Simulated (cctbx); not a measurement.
**X-rays or neutrons for the lightest atoms?**

Cell a = 11.7220 Å, b = 11.7220 Å, c = 11.7220 Å, α = 90.00°, β = 90.00°, γ = 90.00°; space group Fm-3m (no. 225); content I24 Rb8 Al4 Li4. The heavier atoms are placed; Li is still missing.

Simulated single-crystal data (cctbx): Cu Kα, λ = 1.54184 Å, to d = 0.83 Å, 80 % of the full sphere, strongest reflection 20000 counts, noise from counting, a 6 % proportional error and a noise floor of 2 counts (s.d.); no absorption.

Refinement without Li (map in e/Å³):

```text
Rint 0.052, 103 unique reflections to 0.84 A
cycle     R1     wR2    GooF  max shift (A)
   1  0.0355  0.1533   4.875   0.00390
   2  0.0213  0.0696   2.213   0.00001
final R1 0.0213 wR2 0.0696 GooF 2.213  parameters 4  data/parameter 25.8
atom        x        y        z      Ueq    occ   su(xyz)  su(Uiso or U11)
I1     0.00000  0.00000  0.74983   0.0174  1.000  0.00004  0.0005
Rb1    0.25000  0.75000  0.75000   0.0199  1.000  0.00000  0.0006
Al1    0.00000  0.00000  0.00000   0.0304  1.000  0.00000  0.0015
difference map: max 3.57 min -0.79 rms 0.15
Q1    0.0000  0.0000  0.5000    4    3.57  2.93 A from I1
Q2    0.0000  0.0000  0.2649   24    0.72  0.17 A from I1
Q3    0.2500  0.2500  0.2500    8    0.43  0.00 A from Rb1
Q4    0.1133  0.1133  0.1133   32    0.42  2.30 A from Al1
Q5    0.1403  0.1403  0.3597   32    0.40  2.23 A from Rb1
Q6    0.0905  0.0905  0.1570   96    0.39  1.86 A from I1
Q7    0.0925  0.0925  0.3385   96    0.36  1.85 A from I1
Q8    0.1554  0.1554  0.1554   32    0.26  1.92 A from Rb1
```

Simulated single-crystal data (cctbx): neutrons of λ = 0.84 Å, to d = 0.7 Å, 80 % of the full sphere, strongest reflection 5000 counts, noise from counting, a 6 % proportional error and a noise floor of 2 counts (s.d.); no absorption.

Refinement without Li (map in fm/Å³; only maxima are listed):

```text
Rint 0.058, 163 unique reflections to 0.70 A
cycle     R1     wR2    GooF  max shift (A)
   1  0.1694  0.4036  12.084   0.00378
   2  0.0816  0.2340   7.005   0.00003
final R1 0.0816 wR2 0.2340 GooF 7.004  parameters 4  data/parameter 40.8
atom        x        y        z      Ueq    occ   su(xyz)  su(Uiso or U11)
I1     0.00000  0.00000  0.74982   0.0166  1.000  0.00014  0.0009
Rb1    0.25000  0.75000  0.75000   0.0235  1.000  0.00000  0.0010
Al1    0.00000  0.00000  0.00000   0.0225  1.000  0.00000  0.0014
difference map: max 0.89 min -5.13 rms 0.13
Q1    0.0000  0.0000  0.0000    4    0.90  0.00 A from Al1
Q2    0.0000  0.0000  0.2498   24    0.65  0.00 A from I1
Q3    0.1707  0.2317  0.2683   96    0.22  0.98 A from Rb1
Q4    0.2037  0.2037  0.2963   32    0.14  0.94 A from Rb1
Q5    0.1096  0.2306  0.2306   96    0.12  1.68 A from Rb1
Q6    0.2037  0.2037  0.2037   32    0.12  0.94 A from Rb1
Q7    0.1340  0.1340  0.3660   32    0.12  2.35 A from Rb1
Q8    0.1332  0.1332  0.1332   32    0.12  2.37 A from Rb1
```

**Question.** Where is Li, and which data fix it better?

Li sits at (1/2, 0, 0). Adding it takes R1 from 0.021 to 0.014 with X-rays and from 0.082 to 0.011 with neutrons. Symmetry fixes its coordinates; the s.u. of its U is 0.0055 Å² with X-rays and 0.0005 Å² with neutrons. In the X-ray map Q1 marks it. No listed neutron peak is on it. Natural Li has a negative scattering length, so it shows as a hole in the neutron map (minimum -5.1), not among the maxima.

Final neutron refinement:

```text
Rint 0.058, 163 unique reflections to 0.70 A
cycle     R1     wR2    GooF  max shift (A)
   1  0.1268  0.3009   9.038   0.00370
   2  0.0112  0.0290   0.871   0.00000
final R1 0.0112 wR2 0.0290 GooF 0.871  parameters 5  data/parameter 32.6
atom        x        y        z      Ueq    occ   su(xyz)  su(Uiso or U11)
I1     0.00000  0.00000  0.74982   0.0186  1.000  0.00002  0.0001
Rb1    0.25000  0.75000  0.75000   0.0209  1.000  0.00000  0.0001
Al1    0.00000  0.00000  0.00000   0.0319  1.000  0.00000  0.0002
Li1    0.50000  0.00000  0.00000   0.0414  1.000  0.00000  0.0005
difference map: max 0.09 min -0.07 rms 0.02
Q1    0.1945  0.2500  0.2500   48    0.09  0.65 A from Rb1
Q2    0.0000  0.0000  0.1624   24    0.09  1.03 A from I1
Q3    0.0000  0.0629  0.2272   96    0.08  0.78 A from I1
Q4    0.0000  0.1438  0.2509   96    0.07  1.69 A from I1
Q5    0.0000  0.0000  0.5000    4    0.07  0.00 A from Li1
Q6    0.0330  0.0330  0.0904   96    0.06  1.19 A from Al1
```

This is a model crystal, built by substitution and not relaxed, with assumed displacement parameters.

[Middle refinement cycles are left out of these outputs.]

[Logs are printed without paths, hosts, clocks, repeated set-up lines and the standing remarks that a program may print on its own settings, such as how far it seeks lower states.]
